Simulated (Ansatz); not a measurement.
# LaIrS3 (built on the sites of a database entry of LaCoO3): following an unstable mode, part 2 of 2

Wanted: the energy along a soft mode of LaIrS3 (built on the sites of a database entry of LaCoO3) and the structure at the end.

Ansatz 0.2.0; DFT PBEsol, scalar-relativistic, plane waves, PseudoDojo norm-conserving pseudopotentials.

So far. Step 4 (The mode frozen in, largest atomic shift 0.45 Å): The run ends at a pressure of -0.22 GPa, with forces up to 0.18 eV/Å. Step 5 (Energy along the mode, all amplitudes (two of the runs …): The lowest of the steps tried is at 0.45 Å, 130 meV/atom below the parent; the bottom of the well need not coincide with a step.

The structure was built from a prototype and need not be the compound's stable phase.

**6. Relaxing from the distorted cell**

Starting from the lowest point found, all atoms and the cell are let go, so that strain and other modes of the same symmetry can join in.

Contents of input.yaml:

```yaml
crystal:
  lattice:
    - [4.6342572702, 0.0, 0.0]
    - [0.0, 4.6342572702, 0.0]
    - [0.0, 0.0, 4.6342572702]
  atoms:
    - { symbol: La, position: [0.0, 0.0, 0.0] }
    - { symbol: Ir, position: [0.5, 0.5, 0.5] }
    - { symbol: S, position: [0.5686621465, 0.5686621465, 0.0] }
    - { symbol: S, position: [0.0, 0.4313378535, 0.5686621465] }
    - { symbol: S, position: [0.4313378535, 0.0, 0.4313378535] }
kpoints:
  mp_grid: { grid: [8, 8, 8] }
hamiltonian:
  xc: pbesol
  pseudopotentials: { kind: nc, accuracy: standard }
scf:
  occupations: { method: methfessel_paxton, width: 0.2 }
output:
  forces: true
  stress: true
  eigenvalues: true
relax:
  adjacent_minimum: "off"
  f_tol: 0.002
  max_steps: 120
  cell: { stress_tol: 0.03 }
```

Run with:

```
ansatz run input.yaml --threads 8 --pin off --max-ram 14336MiB --backend cpu --events-out ev --progress --plain --runs-dir out
```

Numbers of over 12 decimals in the logs are rounded to 6 here.

Output:

```text
[...]
Crystal: 5 atoms, lattice volume = 99.527 Å³
Basis set: ecut = 1496.626244 eV, 13133 PW (Γ), exchange–correlation on 120×120×120 points (8 copies of the dense FFT grid, shifted against one another)
Bands: 28, of which v1, the nominal top of the filled ones, is band 23 counted from 1 (22 counted from 0)
Symmetry: 6 space group operations
[...]
k-points: 65 of 512 (time reversal used)
[...]
SCF iter   1: F=—  HF=-4991.020987 eV  |F-HF|=—  |Δ(HF+E_count)|=         —  Δρ=3.69e-1  dr2=2.56e2  ethr=3.10e-3  ⟨swp⟩=17.3  Hψ=41675  notcnv=0
[...]
SCF iter  11: F=-4985.441108 eV  HF=-4985.441108 eV  |F-HF|=2.71e-8  |Δ(HF+E_count)|=   1.16e-8  S|Δr|=    0.00e0  Δρ=6.14e-6  dr2=4.14e-8  ethr=2.17e-10  ⟨swp⟩=16.6  Hψ=16178  notcnv=0
SCF 1 converged in 11 iterations: F = -4985.441108 eV  dr2 = 4.14e-8
relax step   1: F+E_penalty+E_count = -4985.44110789 eV  Δ(F+E_penalty+E_count) = +0.000e0 eV  max|allowed force component| = 1.240e-1 eV/Å  Δτ_max = 0.0000 Å  P = -0.225 GPa  Ω = 99.527 Å³  (11 SCF iters, dr2 threshold 1.00e-7 eV, accepted)
Crystal: 5 atoms, lattice volume = 99.483 Å³
Bands: 33, of which v1, the nominal top of the filled ones, is band 23 counted from 1 (22 counted from 0)
[...]
iter 1 solved again at ethr=1.06e-5 eV; its pass at ethr=3.10e-3 eV (dr2=4.90e-3 eV) is discarded
[...]
SCF iter   6: F=-4985.444286 eV  HF=-4985.444286 eV  |F-HF|=1.17e-7  |Δ(HF+E_count)|=   4.12e-8  S|Δr|=    0.00e0  Δρ=1.18e-5  dr2=1.66e-7  ethr=1.09e-9  ⟨swp⟩=5.6  Hψ=8505  notcnv=0
SCF 2 converged in 6 iterations: F = -4985.444286 eV  dr2 = 1.66e-7
relax step   2: F+E_penalty+E_count = -4985.44428602 eV  Δ(F+E_penalty+E_count) = -3.178e-3 eV  max|allowed force component| = 7.942e-2 eV/Å  Δτ_max = 0.0334 Å  P = -0.367 GPa  Ω = 99.483 Å³  energy of the carried Pulay correction = +1.209e-6 eV  (6 SCF iters, dr2 threshold 5.00e-7 eV, accepted)
Crystal: 5 atoms, lattice volume = 99.170 Å³
Basis set: ecut = 1496.626244 eV, 13109 PW (Γ), exchange–correlation on 120×120×120 points (8 copies of the dense FFT grid, shifted against one another)
[...]
SCF iter   6: F=-4985.446887 eV  HF=-4985.446887 eV  |F-HF|=4.84e-9  |Δ(HF+E_count)|=   7.34e-8  S|Δr|=    0.00e0  Δρ=4.62e-6  dr2=2.17e-8  ethr=8.57e-10  ⟨swp⟩=7.0  Hψ=10055  notcnv=0
SCF 3 converged in 6 iterations: F = -4985.446887 eV  dr2 = 2.17e-8
relax step   3: F+E_penalty+E_count = -4985.44688709 eV  Δ(F+E_penalty+E_count) = -2.601e-3 eV  max|allowed force component| = 4.432e-3 eV/Å  Δτ_max = 0.0126 Å  P = +0.052 GPa  Ω = 99.170 Å³  energy of the carried Pulay correction = +9.828e-6 eV  (6 SCF iters, dr2 threshold 3.94e-7 eV, accepted)
[...]
relax step   4: F+E_penalty+E_count = -4985.44692780 eV  Δ(F+E_penalty+E_count) = -4.071e-5 eV  max|allowed force component| = 7.977e-4 eV/Å  Δτ_max = 0.0010 Å  P = -0.015 GPa  Ω = 99.223 Å³  energy of the carried Pulay correction = +8.386e-6 eV  (5 SCF iters, dr2 threshold 1.93e-8 eV, accepted)
[...]
relax step   5: F+E_penalty+E_count = -4985.44693287 eV  Δ(F+E_penalty+E_count) = -5.068e-6 eV  max|allowed force component| = 3.567e-4 eV/Å  Δτ_max = 0.0001 Å  P = -0.004 GPa  Ω = 99.210 Å³  energy of the carried Pulay correction = +8.723e-6 eV  (5 SCF iters, dr2 threshold 3.84e-9 eV, accepted)
[...]
SCF iter   1: F=—  HF=-4985.447029 eV  |F-HF|=—  |Δ(HF+E_count)|=         —  Δρ=3.65e-6  dr2=5.66e-9  ethr=3.03e-6  ⟨swp⟩=3.2  Hψ=27913  notcnv=0
eigensolver tolerance schedule: the retry pair's looser diagonalisation over-reported the residual by 246512.47 of it (diagonalisation noise at an unbounded share of the residual, at the tolerance the schedule requests for it); recorded, not acted on — ethr = c·dr2/N_el stays at c = 1.0e-1
SCF iter   2: F=—  HF=-4985.446924 eV  |F-HF|=—  |Δ(HF+E_count)|=   1.05e-4  S|Δr|=    0.00e0  Δρ=1.83e-6  dr2=1.31e-9  ethr=1.23e-11  ⟨swp⟩=4.8  Hψ=7149  notcnv=0
[...]
SCF iter   7: F=-4985.446924 eV  HF=-4985.446924 eV  |F-HF|=6.37e-12  |Δ(HF+E_count)|=  3.64e-12  S|Δr|=    0.00e0  Δρ=1.21e-7  dr2=8.54e-12  ethr=1.00e-12  ⟨swp⟩=6.2  Hψ=9637  notcnv=0
SCF 6 converged in 7 iterations: F = -4985.446924 eV  dr2 = 8.54e-12
relax step   6: F+E_penalty+E_count = -4985.44692393 eV  Δ(F+E_penalty+E_count) = +8.934e-6 eV  max|allowed force component| = 3.573e-4 eV/Å  Δτ_max = 0.0000 Å  P = -0.005 GPa  Ω = 99.210 Å³  stress off target by 9.58e-3 GPa  SCF on the basis re-selected at this cell (its energy is not comparable with the rows above)  (7 SCF iters)
basis re-selected at this cell: Δ(F+E_penalty+E_count) = +8.934e-6 eV, ΔP = -0.000 GPa vs the last step (what re-selecting the basis moved, of the pressure what is left beyond the Pulay correction that the steps carried, after the strain that the cell walked since its last selection, with what the two solves' SCF thresholds leave and, on support functions, any second-order correction that the steps lacked; it is no m [...]
SCF converged after 7 iterations
[...]
Free energy (F): -4985.446924 eV
[...]
Internal energy: -4985.454063 eV  (E = F + TS)
E sigma→0 (E₀):  -4985.448709 eV
Entropy (-TS):   0.007139 eV (1.428 meV/atom)
Fermi energy:    11.900410 eV
[...]
--- Forces (eV/Å), atoms counted from 1 ---
  atom   1  La     0.00000000     0.00000000    -0.00000000
  atom   2  Ir     0.00000000     0.00000000    -0.00000000
  atom   3  S     -0.00035732    -0.00035732    -0.00000000
  atom   4  S      0.00000000     0.00035732    -0.00035732
  atom   5  S      0.00035732     0.00000000     0.00035732
  max |Σ_I F_I| component: 9.99e-16 eV/Å
--- Stress (GPa, compression-positive) ---
       -0.004505       0.002540       0.002540
        0.002540      -0.004505      -0.002540
        0.002540      -0.002540      -0.004505
  P = ⅓ Tr σ = -0.0045 GPa (-0.045 kbar)
--- Band table (eV; the first three rows and the last of 65) ---
  k-point 0: bands = [... 19 lower, 9.4845, 10.6101, 10.6101, 11.7035, 12.0326, 12.0326, 13.6384, 13.6384, ... 6 higher]
  k-point 1: bands = [... 19 lower, 9.8047, 10.1295, 10.9727, 11.4102, 11.8932, 12.5519, 13.6046, 13.8064, ... 6 higher]
  k-point 2: bands = [... 19 lower, 10.0511, 10.2561, 11.1809, 11.4028, 11.8718, 12.8701, 13.7104, 13.9862, ... 6 higher]
  k-point 64: bands = [... 19 lower, 11.0816, 11.6145, 11.6145, 11.6314, 13.9542, 13.9542, 14.0241, 14.0241, ... 6 higher]
--- Relaxed structure (5 steps of the walk, 5 accepted, 1 SCFs on fresh bases) ---
  F+E_penalty+E_count = -4985.44692393 eV   max|allowed force component| = 3.573e-4 eV/Å   (the final SCF, on the basis selected at the relaxed cell)
  cell:  # Å, volume = 99.2103 Å³
    - [4.629351, 0.00744194, 0.00744194]
    - [0.00744194, 4.629351, -0.00744194]
    - [0.00744194, -0.00744194, 4.629351]
  atoms:
    - { symbol: La, position: [0, 0, 1.5002288448183915e-19] }
    - { symbol: Ir, position: [0.500000, 0.5, 0.500000] }
    - { symbol: S, position: [0.565642, 0.565642, 2.617779692409308e-19] }
    - { symbol: S, position: [2.168404344971009e-19, 0.434358, 0.565642] }
    - { symbol: S, position: [0.434358, 1.0842021724855044e-19, 0.434358] }
```

The job ended after 3.3 min (8 threads of Arm Neoverse N1, shared host; peak memory 2 GiB).

Step by step:

| step | energy less that of the first step (eV) | largest force component (eV/Å) | pressure (GPa) | volume (Å³) |
| --- | --- | --- | --- | --- |
| 1 | 0.0000 | 0.1240 | -0.22 | 99.53 |
| 2 | -0.0032 | 0.0794 | -0.37 | 99.48 |
| 3 | -0.0058 | 0.0044 | 0.05 | 99.17 |
| 4 | -0.0058 | 0.0008 | -0.01 | 99.22 |
| 5 | -0.0058 | 0.0004 | 0.00 | 99.21 |
| 6* | -0.0058 | 0.0004 | 0.00 | 99.21 |

Relaxation steps marked * repeat the geometry before them on a plane-wave basis chosen anew for their cell, so energy and pressure can jump there.

Forces are held to the 6 operations that the run works with; a distortion that breaks them can't arise in this run.

| conventional cell, symmetrised | before | after | change |
| --- | --- | --- | --- |
| a (Å) | 6.554 | 6.557 | +0.1 % |
| b (Å) | 6.554 | 6.557 | +0.1 % |
| c (Å) | 8.027 | 7.992 | -0.4 % |
| volume (Å³/atom) | 19.91 | 19.84 | -0.3 % |

The atoms that moved most (Å, as changes of fractional coordinates times the final cell):

| atom | dx | dy | dz | length |
| --- | --- | --- | --- | --- |
| S3 | -0.014 | -0.014 | 0.000 | 0.020 |
| S5 | 0.014 | 0.000 | 0.014 | 0.020 |
| S4 | 0.000 | 0.014 | -0.014 | 0.020 |

The relaxed structure:

```xyz
5
Lattice="4.6294 0.0074 0.0074 0.0074 4.6294 -0.0074 0.0074 -0.0074 4.6294" Properties=species:S:1:pos:R:3 pbc="T T T"
La    0.0000    0.0000    0.0000
Ir    2.3221    2.3147    2.3147
S     2.6228    2.6228    0.0000
S     0.0074    2.0066    2.6153
S     2.0140    0.0000    2.0140
```

This step gave:

- pressure: -0.004505 GPa
- volume per atom: 19.84 Å³

The distorted start has space group R32; the relaxation ends in R32.

**7. The new phase in its own primitive cell**

The relaxed structure is symmetrised, reduced to its primitive cell and relaxed tightly, as its phonons need.

input.yaml, the sections that differ from step 6:

```yaml
crystal:
  lattice:
    - [3.278707683, 1.8929627634, 2.66416379]
    - [-3.278707683, 1.8929627634, 2.66416379]
    - [0.0, -3.7859255268, 2.66416379]
  atoms:
    - { symbol: La, position: [0.0, 0.0, 0.0] }
    - { symbol: Ir, position: [0.5, 0.5, 0.5] }
    - { symbol: S, position: [0.5656423822, 0.4343576178, 0.0] }
    - { symbol: S, position: [0.4343576178, 0.0, 0.5656423822] }
    - { symbol: S, position: [0.0, 0.5656423822, 0.4343576178] }
kpoints:
  mp_grid: { grid: [9, 9, 9] }
relax:
  adjacent_minimum: "off"
  f_tol: 0.001
  max_steps: 60
  cell: { stress_tol: 0.01 }
# hamiltonian, scf, output: as in step 6
```

Output:

```text
[...]
Crystal: 5 atoms, lattice volume = 99.210 Å³
Basis set: ecut = 1496.626244 eV, 13097 PW (Γ), exchange–correlation on 120×120×120 points (8 copies of the dense FFT grid, shifted against one another)
Bands: 28, of which v1, the nominal top of the filled ones, is band 23 counted from 1 (22 counted from 0)
Symmetry: 6 space group operations
[...]
cell:  # Å, volume = 99.2033 Å³
    - [3.279420, 1.893374, 2.662818]
    - [-3.279420, 1.893374, 2.662818]
    - [0, -3.786749, 2.662818]
  atoms:
    - { symbol: La, position: [0, 0, 0] }
    - { symbol: Ir, position: [0.500000, 0.500000, 0.500000] }
    - { symbol: S, position: [0.565620, 0.434380, 0.0] }
    - { symbol: S, position: [0.434380, -5.551115123125783e-17, 0.565620] }
    - { symbol: S, position: [5.551115123125783e-17, 0.565620, 0.434380] }
[key lines of the parts left out:]
SCF converged after 6 iterations
Free energy (F): -4985.452306 eV
Fermi energy:    11.903458 eV
P = ⅓ Tr σ = 0.0002 GPa (0.002 kbar)
```

Wall time 3.8 min (8 threads); peak memory 2.1 GiB; 30 min of CPU time.

Little changed from the start: no atom moved by 0.005 Å and no cell edge by 0.1 %.

Numbers from this step:

```yaml
pressure: 1.90e-4 GPa
```

The largest force component left is 0.019 meV/Å and the pressure is 0.000 GPa, within the tolerances set. The cell now holds 19.84 Å³/atom.

**8. Modes of the new phase, k-mesh 9×9×9**

A relaxed structure may still be a saddle point, so its zone-centre modes are computed. No field response is asked, since the mesh shows no gap.

input.yaml, the sections that differ from step 7:

```yaml
crystal:
  lattice:
    - [3.2794204951, 1.8933743056, 2.6628180862]
    - [-3.2794204951, 1.8933743056, 2.6628180862]
    - [0.0, -3.7867486113, 2.6628180862]
  atoms:
    - { symbol: La, position: [0.0, 0.0, 0.0] }
    - { symbol: Ir, position: [0.5, 0.5, 0.5] }
    - { symbol: S, position: [0.5656204629, 0.4343795371, 0.0] }
    - { symbol: S, position: [0.4343795371, 0.0, 0.5656204629] }
    - { symbol: S, position: [0.0, 0.5656204629, 0.4343795371] }
output:
  eigenvalues: true
phonons:
  method: dfpt
# kpoints, hamiltonian, scf: as in step 7
# relax: removed
```

Output:

```text
zone centre: on kpoints.mp_grid the ground state, and the responses unless they are solved on pairs of k-points, stand on 205 of the mesh's 729 k-points, reduced under 2 symmetry operations, with k and −k counted as one. Each operation leaves every solved displacement unchanged or reverses it
Engine: ansatz 0.2.0, aarch64-unknown-linux-gnu
Pseudopotentials: kind: nc
Pseudopotential: La, nc, valence charge 11, recommended cutoff 1496.626244 eV (normal), La.nc.azcp (PseudoDojo's, or run here from an input of PseudoDojo's; its table is named by hamiltonian.pseudopotentials.accuracy)
Pseudopotential: Ir, nc, valence charge 17, recommended cutoff 925.187132 eV (normal), Ir.nc.azcp (PseudoDojo's, or run here from an input of PseudoDojo's; its table is named by hamiltonian.pseudopotentials.accuracy)
Pseudopotential: S, nc, valence charge 6, recommended cutoff 707.496042 eV (normal), S.nc.azcp (PseudoDojo's, or run here from an input of PseudoDojo's; its table is named by hamiltonian.pseudopotentials.accuracy)
Functional definition: PBEsol
  exchange = pbesol_x
  correlation = pbesol_c
Crystal: 5 atoms, lattice volume = 99.203 Å³
Basis set: ecut = 1496.626244 eV, 13097 PW (Γ), exchange–correlation on 120×120×120 points (8 copies of the dense FFT grid, shifted against one another)
Bands: 28, of which v1, the nominal top of the filled ones, is band 23 counted from 1 (22 counted from 0)
Symmetry: 6 space group operations
k-points: 205 of 729 (irreducible under 2 space group operations, time reversal used)
Non-local potential: La, projectors of the file, l = 0: 2, l = 1: 2, l = 2: 2, l = 3: 2
Non-local potential: Ir, projectors of the file, l = 0: 2, l = 1: 2, l = 2: 2, l = 3: 2
Non-local potential: S, projectors of the file, l = 0: 2, l = 1: 2, l = 2: 2
Initial density: superposition of atomic densities (chi_scale 0.1, normalization cell, long waves kept (reshape's long-wave potential 0.00 eV rms))
Initial wavefunctions: pseudopotential atomic-orbital guess
Functional: x = pbesol(κ = 0.804, μ = 0.123457), c = pbesol(β = 0.046)
SCF iter   1: F=—  HF=-4990.976136 eV  |F-HF|=—  |Δ(HF+E_count)|=         —  Δρ=3.71e-1  dr2=2.57e2  ethr=3.10e-3  ⟨swp⟩=17.1  Hψ=130357  notcnv=0
automatic band count: the SCF goes on with 33 bands, as 28 were too few: the levels above may hold too much charge
preconditioner: auto → Kerker (q_TF=auto, 2.400 Å⁻¹)  [metal: Δε(μ)=0.002 eV  Ē_g=7.662 eV  σ=0.200 eV  W_gap=0.01  n_scr=26 (ndim 8)  ℏωp=22.4 eV  f_vac=0.000  D(μ)=32.17/eV (n_scr^D=738)]
SCF iter   2: F=—  HF=-4998.099757 eV  |F-HF|=—  |Δ(HF+E_count)|=    7.12e0  S|Δr|=    0.00e0  Δρ=1.72e-1  dr2=3.50e1  ethr=3.10e-3  ⟨swp⟩=10.2  Hψ=28242  notcnv=0  defer=123
SCF iter   3: F=—  HF=-4990.545779 eV  |F-HF|=—  |Δ(HF+E_count)|=    7.55e0  S|Δr|=    0.00e0  Δρ=1.04e-1  dr2=1.15e1  ethr=3.10e-3  ⟨swp⟩=4.1  Hψ=16254  notcnv=0  defer=542
SCF iter   4: F=—  HF=-4987.599467 eV  |F-HF|=—  |Δ(HF+E_count)|=    2.95e0  S|Δr|=    0.00e0  Δρ=6.45e-2  dr2=5.16e0  ethr=3.10e-3  ⟨swp⟩=4.5  Hψ=14317  notcnv=0  defer=608
SCF iter   5: F=—  HF=-4985.719804 eV  |F-HF|=—  |Δ(HF+E_count)|=    1.88e0  S|Δr|=    0.00e0  Δρ=2.19e-2  dr2=7.74e-1  ethr=3.10e-3  ⟨swp⟩=6.4  Hψ=21976  notcnv=0  defer=630
SCF iter   6: F=—  HF=-4985.469125 eV  |F-HF|=—  |Δ(HF+E_count)|=   2.51e-1  S|Δr|=    0.00e0  Δρ=5.93e-3  dr2=5.96e-2  ethr=1.68e-3  ⟨swp⟩=5.6  Hψ=23163  notcnv=0  defer=292
SCF iter   7: F=—  HF=-4985.454058 eV  |F-HF|=—  |Δ(HF+E_count)|=   1.51e-2  S|Δr|=    0.00e0  Δρ=1.96e-3  dr2=6.11e-3  ethr=1.30e-4  ⟨swp⟩=2.2  Hψ=10433  notcnv=0  defer=278
SCF iter   8: F=—  HF=-4985.452654 eV  |F-HF|=—  |Δ(HF+E_count)|=   1.40e-3  S|Δr|=    0.00e0  Δρ=7.20e-4  dr2=8.17e-4  ethr=1.33e-5  ⟨swp⟩=2.6  Hψ=10648  notcnv=0  defer=280
SCF iter   9: F=—  HF=-4985.452420 eV  |F-HF|=—  |Δ(HF+E_count)|=   2.34e-4  S|Δr|=    0.00e0  Δρ=1.34e-4  dr2=2.44e-5  ethr=1.78e-6  ⟨swp⟩=2.1  Hψ=10648  notcnv=0  defer=273
SCF iter  10: F=—  HF=-4985.452412 eV  |F-HF|=—  |Δ(HF+E_count)|=   7.21e-6  S|Δr|=    0.00e0  Δρ=1.91e-5  dr2=3.21e-7  ethr=5.30e-8  ⟨swp⟩=2.2  Hψ=11062  notcnv=0  defer=270
SCF iter  11: F=—  HF=-4985.452306 eV  |F-HF|=—  |Δ(HF+E_count)|=   1.07e-4  S|Δr|=    0.00e0  Δρ=9.21e-6  dr2=1.20e-7  ethr=6.97e-10  ⟨swp⟩=2.2  Hψ=11299  notcnv=0  defer=269
SCF iter  12: F=—  HF=-4985.452306 eV  |F-HF|=—  |Δ(HF+E_count)|=   2.85e-8  S|Δr|=    0.00e0  Δρ=1.98e-6  dr2=3.85e-9  ethr=2.62e-10  ⟨swp⟩=2.0  Hψ=10395  notcnv=0  defer=269
SCF iter  13: F=—  HF=-4985.452306 eV  |F-HF|=—  |Δ(HF+E_count)|=  4.61e-10  S|Δr|=    0.00e0  Δρ=4.32e-7  dr2=1.91e-10  ethr=8.36e-12  ⟨swp⟩=2.1  Hψ=10986  notcnv=0  defer=269
SCF iter  14: F=—  HF=-4985.452306 eV  |F-HF|=—  |Δ(HF+E_count)|=  2.73e-12  S|Δr|=    0.00e0  Δρ=1.07e-7  dr2=1.33e-11  ethr=1.00e-12  ⟨swp⟩=1.7  Hψ=7575  notcnv=0  defer=269
SCF iter  15: F=-4985.452306 eV  HF=-4985.452306 eV  |F-HF|=9.09e-13  |Δ(HF+E_count)|=    0.00e0  S|Δr|=    0.00e0  Δρ=2.71e-8  dr2=6.54e-13  ethr=1.00e-12  ⟨swp⟩=17.6  Hψ=51678  notcnv=0
SCF 1 converged in 15 iterations: F = -4985.452306 eV  dr2 = 6.54e-13
DFPT response loops at Γ: preconditioner auto → Kerker (q_TF=auto, 2.400 Å⁻¹) (partly filled bands, converged f_vac=0.000); β = 1.00, the filter's whole step (`scf.mixing.beta` (0.50) is not read by the response loops under this deck's `scf.mixing.preconditioner`; to damp them name `kerker` or `kerker_dos`, under which they read `scf.mixing.beta`, and type it under 1.00, their step now; both keys bind the ground state too); Broyden in place of MSR1
the response loops of the zone centre start from zero, take more passes and end by a threshold: the memory limit or budget leaves too little room for the subspace of the ground state's own states beside the solves, or none could be made (phonons.method)
```

Run time: 26 min. Hardware: 8 threads; peak memory 11 GiB.

The run was cut off at the time limit after its SCF cycle had converged; no result of it is taken.

**9. Results**

| Property | Result |
| --- | --- |
| unstable mode of the parent | q = (0, 0, 0), 195i cm⁻¹ |
| depth at the lowest point sampled | 130 meV/atom |
| largest atomic shift at that point | 0.45 Å |
| space group reached (within 0.01 Å) | R32 |
| energy gained over the parent (first relaxation, on the mesh of the frozen mode) | 131 meV/atom |
| volume per atom, phase reached | 19.8 Å³ |

**Reading.** Along this mode the structure falls into R32, 131 meV/atom below the parent. At the parent's cell the well is 130.0 meV/atom deep on the steps tried, with its lowest point at a shift of 0.45 Å. Relaxing atoms and cell changes the gain by +1.10 meV/atom against the lowest step (energies at zero smearing). The modes of the phase reached were not computed on this path. Of the 2 patterns followed to their end from this parent, this one ends 44.0 meV/atom above the lowest, P-4m2. Each path keeps the symmetry of its pattern, so a lower phase may lie along a pattern not tried. With no gap, or one that is small against the smearing, the frequencies hang on the k mesh and the smearing, most of all near Kohn anomalies. Spin-orbit coupling is left out, which can matter for the heavy elements here. The starting cell was built on a prototype and not taken from a measurement, so the phase need not exist.

[Logs are printed without paths, hosts, clocks, repeated set-up lines and the standing remarks that a program may print on its own settings, such as how far it seeks lower states.]

[Hosts, paths, dates, database ids (printed as entryN), source tags and the programs' standing remarks are cut or masked in the printed files.]
